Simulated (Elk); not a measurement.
# Collinear magnetic orders of Eu with Elk, part 2 of 2

Wanted: the moments of Eu and the energy of each order that was tried.

Elk 11.2.3 (patched build); PBE with U = 6.00 eV on Eu f; all-electron APW+lo, Dirac cores, scalar-relativistic bands.

So far, largest spin moment in the muffin-tin sphere (μB): step 2 (start 1: ferro +) 7.03.

The database entry behind the starting cell differs from later determinations by our own check (about 0.5 % long), so it need not match the best structure at ambient conditions.

### Step 3. Start 2: antiferro q=(1/2,1/2,1/2) +-

Reversing part of the moments tests the sign of the couplings between them.

The cell is doubled to 2 atoms to hold this order. Its mesh is chosen so that both cells sample the same points.

elk.in

```
tasks
  0

xctype
  20

rgkmax
  7.0

nempty
  12

swidth
  0.001837

reducebf
  0.6

epsengy
  1e-05

maxscl
  100

lmaxi
  3

lmaxo
  10

lmaxapw
  10

spinpol
  .true.

sppath
  './'

avec
  -8.70407853003 8.70407853003 8.70407853003
  0.00000000000 0.00000000000 8.70407853003
  0.00000000000 8.70407853003 0.00000000000

atoms
  1
  'Eu.in'
  2
  0.0000000000 0.0000000000 0.0000000000   0.000000 0.000000 -0.500000
  0.5000000000 0.0000000000 0.0000000000   0.000000 0.000000 0.500000

ngridk
  5 10 10

dft+u
  1 1
  1 3 0.220496 0.000000
```

Run with:

```bash
OMP_NUM_THREADS=4 elk
```

Numbers of over 12 decimals in the logs are rounded to 6 here.

Log:

```text
Warning(linengy): could not find 3 linearisation energies in s.c. loop 7
Warning(linengy): could not find 1 linearisation energies in s.c. loop 8

--- INFO.OUT ---
┌─────────────────────────┐
│ Elk code version 11.2.3 │
└─────────────────────────┘

All units are atomic (Hartree, Bohr, etc.)

┌─────────────────────────────────────────────────┐
│ Ground-state run starting from atomic densities │
└─────────────────────────────────────────────────┘

Lattice vectors :
  -8.704078530       8.704078530       8.704078530
   0.000000000       0.000000000       8.704078530
   0.000000000       8.704078530       0.000000000

Species : 1 (Eu)
 parameters loaded from : Eu.in
 name : europium
 nuclear charge    :   -63.00000000
 electronic charge :    63.00000000
 atomic mass :    277013.4259
 muffin-tin radius :    2.800000000
 number of radial points in muffin-tin :   1393
 inner part over the whole radius :   0.9899008687E-02
 number on inner part of muffin-tin    :    997
 approximate nuclear radius :   0.9548609764E-04
 number of mesh points to nuclear radius :    510
 atomic positions (lattice), magnetic fields (Cartesian) :
  1 :   0.00000000  0.00000000  0.00000000    0.00000000  0.00000000 -0.50000000
  2 :   0.50000000  0.00000000  0.00000000    0.00000000  0.00000000  0.50000000

Total number of atoms per unit cell :    2
Total muffin-tin volume :    183.9046452
 ratio of muffin-tin to unit cell volume :   0.2788844483

Spin treatment :
 spin-polarised
 global magnetic field (Cartesian) :    0.000000000       0.000000000       0.000000000
 collinear magnetisation in z-direction

Number of Bravais lattice symmetries :   48
Number of crystal symmetries         :   96
Crystal has inversion symmetry
Real symmetric eigensolver will be used

k-point grid :      5    10    10
k-point offset :    0.000000000       0.000000000       0.000000000
k-point set is reduced with full crystal symmetry group
Total number of k-points :       28

Muffin-tin radius times maximum |G+k| :    7.000000000
 using average radius
Maximum |G+k| for APW functions       :    2.500000000
Maximum (1/2)|G+k|²                   :    3.125000000
Maximum |G| for potential and density :    12.00000000
Constant for pseudocharge density :    8
 order of it for each species :   15
 order of it for pair densities of each species (exact exchange by exxq0 0: 19) :   10
Radial integration step length :    1

G-vector grid sizes :     60    35    35
Number of G-vectors :    19309

Maximum angular momentum used for
 APW functions            :   10
 outer part of muffin-tin :   10
 inner part of muffin-tin :    3

Number of empty states         :     24
Total number of valence states :     84
Total number of core states    :     92

Third-order local-orbitals added for an l without core states : T
Total number of local-orbitals :     68

Exchange-correlation functional :     20     0     0
 Perdew-Burke-Ernzerhof, Phys. Rev. Lett. 77, 3865 (1996)
 gradient requirement :    1
 generalised gradient approximation (GGA)

DFT+U calculation
 fully localised limit (FLL)
 see Phys. Rev. B 52, R5467 (1995)
 species : 1 (Eu), l = 3, U =   0.22049600, J =   0.00000000

Smearing type :    3
 Fermi-Dirac
Smearing width :   0.1837000000E-02
Effective electronic temperature (K) :    580.0787206

Mixing type :    3
 Broyden mixing, J. Phys. A: Math. Gen. 17, L317 (1984)

Kohn-Sham potential initialised from atomic data

┌──────────────────────────────┐
│ Self-consistent loop started │
└──────────────────────────────┘

┌─────────────────┐
│ Loop number : 1 │
└─────────────────┘

Energies :
 Fermi                       :     0.97008505999913E-01
 sum of occupied eigenvalues :     -13377.308717782
 electron kinetic            :      23572.425965671
 core electron kinetic       :      23230.953223859
 Coulomb                     :     -44791.859754702
 Coulomb potential           :     -36388.353370879
 nuclear-nuclear             :     -1659.4654460140
 electron-nuclear            :     -49901.195203911
 Hartree                     :      6768.8008952229
 Madelung                    :     -26597.683069262
 xc potential                :     -560.44895703450
 xc effective B-field        :    -0.959933
 external B-field            :      0.000000
 exchange                    :     -477.77733114342
 correlation                 :     -7.086382
 DFT+U                       :      1.156167
 electron entropic           :    -0.68137787282020E-02
 total energy                :     -21703.148148775
 (external B-field energy excluded from total)

Density of states at Fermi energy :    542.1154725
 (states/Hartree/unit cell)

Estimated indirect band gap :   0.4337103884E-03
 from k-point 22 to k-point 9
Estimated direct band gap   :   0.1999724753E-02
 at k-point 27

Charges :
 core                        :    92.00000000
 valence                     :    34.00000000
 interstitial                :    5.101882655
 muffin-tins (core leakage)
  species : 1 (Eu)
   atom 1                    :    60.44905867     (  0.1893704668E-04)
   atom 2                    :    60.44905867     (  0.1893704668E-04)
 total in muffin-tins        :    120.8981173
 total calculated charge     :    125.9999616
 total charge                :    126.0000000
 error                       :   0.3837301153E-04

Moments :
 interstitial                :  -0.1429525980E-17
 muffin-tins
  species : 1 (Eu)
   atom 1                    :    6.145623844
   atom 2                    :   -6.145623844
 total in muffin-tins        :    0.000000000
 total moment                :  -0.1429525980E-17

[... earlier loops left out ...]

┌──────────────────┐
│ Loop number : 26 │
└──────────────────┘

Energies :
 Fermi                       :     0.135476
 sum of occupied eigenvalues :     -13372.653448052
 electron kinetic            :      23599.274266727
 core electron kinetic       :      23231.215943398
 Coulomb                     :     -44818.395028339
 Coulomb potential           :     -36335.076846086
 nuclear-nuclear             :     -1659.4654460140
 electron-nuclear            :     -50007.531255938
 Hartree                     :      6848.6016736129
 Madelung                    :     -26650.856605296
 xc potential                :     -635.62601782547
 xc effective B-field        :     -1.224851
 external B-field            :      0.000000
 exchange                    :     -480.15254611449
 correlation                 :     -7.107204
 DFT+U                       :      1.482037
 electron entropic           :    -0.54559805846784E-03
 total energy                :     -21704.899020506
 (external B-field energy excluded from total)

Density of states at Fermi energy :    47.60453251
 (states/Hartree/unit cell)

Estimated indirect band gap :   0.5109143209E-02
 from k-point 7 to k-point 20
Estimated direct band gap   :   0.1377719126E-01
 at k-point 27

Charges :
 core                        :    92.00000000
 valence                     :    34.00000000
 interstitial                :    3.924603304
 muffin-tins (core leakage)
  species : 1 (Eu)
   atom 1                    :    61.03769835     (  0.1871939839E-04)
   atom 2                    :    61.03769835     (  0.1871939839E-04)
 total in muffin-tins        :    122.0753967
 total calculated charge     :    125.9999615
 total charge                :    126.0000000
 error                       :   0.3850922288E-04

Moments :
 interstitial                :   0.3909494574E-18
 muffin-tins
  species : 1 (Eu)
   atom 1                    :    6.954880328
   atom 2                    :   -6.954880328
 total in muffin-tins        :    0.000000000
 total moment                :   0.3909494574E-18

┌──────────────────────────────┐
│ Self-consistent loop stopped │
└──────────────────────────────┘

Wrote STATE.OUT
```

The job ended after 4.5 min (4 threads of Arm Neoverse V1, shared host; peak memory 0.63 GiB; 17 min of CPU time).

This step gave:

- density of states at the Fermi level: 1.749 states/eV/cell
- moment between the spheres: 0 μB
- magnetization: 0 μB
- final state: antiferromagnetic
- largest moment: 6.955 μB

It lies 13.9 meV a seeded atom over the first start, and its largest moment is 6.95 μB against 7.03 μB.

### Step 4. Order 3, typed as antiferro q=(0,0,1/2) +-

Another pattern of signs weighs the neighbour shells otherwise.

This order needs a doubled cell of 2 atoms. Its mesh is chosen so that both cells sample the same points.

elk.in

```
tasks
  0

xctype
  20

rgkmax
  7.0

nempty
  12

swidth
  0.001837

reducebf
  0.6

epsengy
  1e-05

maxscl
  100

lmaxi
  3

lmaxo
  10

lmaxapw
  10

spinpol
  .true.

sppath
  './'

avec
  -4.35203926501 4.35203926501 4.35203926501
  4.35203926501 -4.35203926501 4.35203926501
  8.70407853003 8.70407853003 -8.70407853003

atoms
  1
  'Eu.in'
  2
  0.0000000000 0.0000000000 0.0000000000   0.000000 0.000000 -0.500000
  0.0000000000 0.0000000000 0.5000000000   0.000000 0.000000 0.500000

ngridk
  10 10 5

dft+u
  1 1
  1 3 0.220496 0.000000
```

Run with:

```bash
OMP_NUM_THREADS=4 elk
```

Log:

```text
Warning(linengy): could not find 3 linearisation energies in s.c. loop 7
Warning(linengy): could not find 3 linearisation energies in s.c. loop 8
Warning(linengy): could not find 1 linearisation energies in s.c. loop 9

--- INFO.OUT ---
┌─────────────────────────┐
│ Elk code version 11.2.3 │
└─────────────────────────┘

All units are atomic (Hartree, Bohr, etc.)

┌─────────────────────────────────────────────────┐
│ Ground-state run starting from atomic densities │
└─────────────────────────────────────────────────┘

Lattice vectors :
[...]
atom 2                    :    61.03935211     (  0.1871235755E-04)
 total in muffin-tins        :    122.0787042
 total calculated charge     :    125.9999623
 total charge                :    126.0000000
 error                       :   0.3765348174E-04

Moments :
 interstitial                :   0.7766216938E-16
 muffin-tins
  species : 1 (Eu)
   atom 1                    :    6.992458164
   atom 2                    :   -6.992458164
 total in muffin-tins        :    0.000000000
 total moment                :   0.7766216938E-16

┌──────────────────────────────┐
│ Self-consistent loop stopped │
└──────────────────────────────┘

Wrote STATE.OUT

[key lines of the parts left out:]
total energy                :     -21704.900127950
```

Elapsed: 19 min, on 4 threads; peak memory 0.68 GiB.

Spin moment in the muffin-tin sphere by atom:

| atom | spin moment in the muffin-tin sphere (μB) |
| --- | --- |
| Eu1 | 6.99 |
| Eu2 | -6.99 |

Read from the output:

```yaml
density_of_states_at_the_fermi_level: 1.781 states/eV/cell
moment_between_the_spheres: 0 μB
magnetization: 0 μB
final_state: antiferromagnetic
```

It lies 1.14 meV a seeded atom under the first start, and its largest moment is 6.99 μB against 7.03 μB.

### Step 5. Order 4, typed as no spin polarisation

This run holds no moments, which gives a state to set the others against.

elk.in

```
tasks
  0

xctype
  20

rgkmax
  7.0

nempty
  12

swidth
  0.001837

epsengy
  1e-05

maxscl
  100

lmaxi
  3

lmaxo
  10

lmaxapw
  10

sppath
  './'

avec
  -4.35203926501 4.35203926501 4.35203926501
  4.35203926501 -4.35203926501 4.35203926501
  4.35203926501 4.35203926501 -4.35203926501

atoms
  1
  'Eu.in'
  1
  0.0000000000 0.0000000000 0.0000000000   0.000000 0.000000 0.000000

ngridk
  10 10 10

dft+u
  1 1
  1 3 0.220496 0.000000
```

Run with:

```bash
OMP_NUM_THREADS=4 elk
```

Log:

```text
Warning(gndstate): failed to reach self-consistency after 100 loops

--- INFO.OUT ---
┌─────────────────────────┐
│ Elk code version 11.2.3 │
└─────────────────────────┘

All units are atomic (Hartree, Bohr, etc.)

┌─────────────────────────────────────────────────┐
│ Ground-state run starting from atomic densities │
└─────────────────────────────────────────────────┘

Lattice vectors :
  -4.352039265       4.352039265       4.352039265
   4.352039265      -4.352039265       4.352039265
   4.352039265       4.352039265      -4.352039265

[...]
from k-point 35 to k-point 1
Estimated direct band gap   :   0.4091726581E-02
 at k-point 35

Charges :
 core                        :    46.00000000
 valence                     :    17.00000000
 interstitial                :   0.7823317553
 muffin-tins (core leakage)
  species : 1 (Eu)
   atom 1                    :    62.21766824     (  0.1375521168E-04)
 total in muffin-tins        :    62.21766824
 total calculated charge     :    62.99998665
 total charge                :    63.00000000
[...]
┌──────────────────────────────┐
│ Self-consistent loop stopped │
└──────────────────────────────┘

Wrote STATE.OUT

[key lines of the parts left out:]
total energy                :     -10863.352697873
```

Wall time 90 s (4 threads); peak memory 0.25 GiB.

The run stopped without converging, so none of its numbers is a property of the system.

The energy still jumps by eV from cycle to cycle: the cycles are not settling, and other mixing or another start is needed.

After 100 loops the RMS change of the potential stands at 2e+00 Ha, and it does not fall steadily.

### Step 6. Energies of the orders

These are free energies at a smearing of 0.05 eV, so its entropy term is in the differences. They are divided by the number of seeded atoms, so that cells of unlike size compare. Wavevectors q in the names are fractions of the reciprocal vectors of the first run's cell.

Orders:

| start | final state | typed order kept | energy over the lowest (meV a seeded atom) | largest sphere moment (μB) | net moment (μB a primitive cell) | DOS at the Fermi level (states/eV a primitive cell) | mesh matched | CPU time (s) |
| --- | --- | --- | --- | --- | --- | --- | --- | --- |
| ferro + | ferromagnetic | yes | 1.141 | 7.028 | 7.496 | 1.502 | yes | 481.7 |
| antiferro q=(1/2,1/2,1/2) +- | antiferromagnetic | yes | 15.07 | 6.955 | 0 | 0.8747 | yes | 1007 |
| antiferro q=(0,0,1/2) +- | antiferromagnetic | yes | 0 | 6.992 | 0 | 0.8903 | yes | 4215 |

### Step 7. Outcome

```json
{
  "lowest state found": "antiferromagnetic (typed antiferro q=(0,0,1/2) +-)",
  "largest site moment": "6.99 μB",
  "next state": "ferromagnetic, 1.14 meV a seeded atom higher"
}
```

The lowest state found is antiferromagnetic, reached from the start antiferro q=(0,0,1/2) +-, with moments up to 6.99 μB. The two lowest states lie so close that the mesh, the functional or spin–orbit coupling could swap them. 1 start gave no converged result and is missing from the ranking; the run without spin is the one. Only 4 starts are shown; other collinear patterns, canted and longer-period orders are not. The f shell is half filled, so the spin-only picture is fair. A linearisation energy was not found in some loops, which can move the energies.

[Logs and program files are shortened in this print: banners, set-up blocks, solver, clock and traceback lines can be left out without a mark of their own.]

[Logs are printed without paths, hosts, clocks, repeated set-up lines and the standing remarks that a program may print on its own settings, such as how far it seeks lower states.]

[Hosts, paths, dates, database ids (printed as entryN), source tags and the programs' standing remarks are cut or masked in the printed files.]

[Where a cell is said to come from a database of computed structures, the database is the Materials Project.]
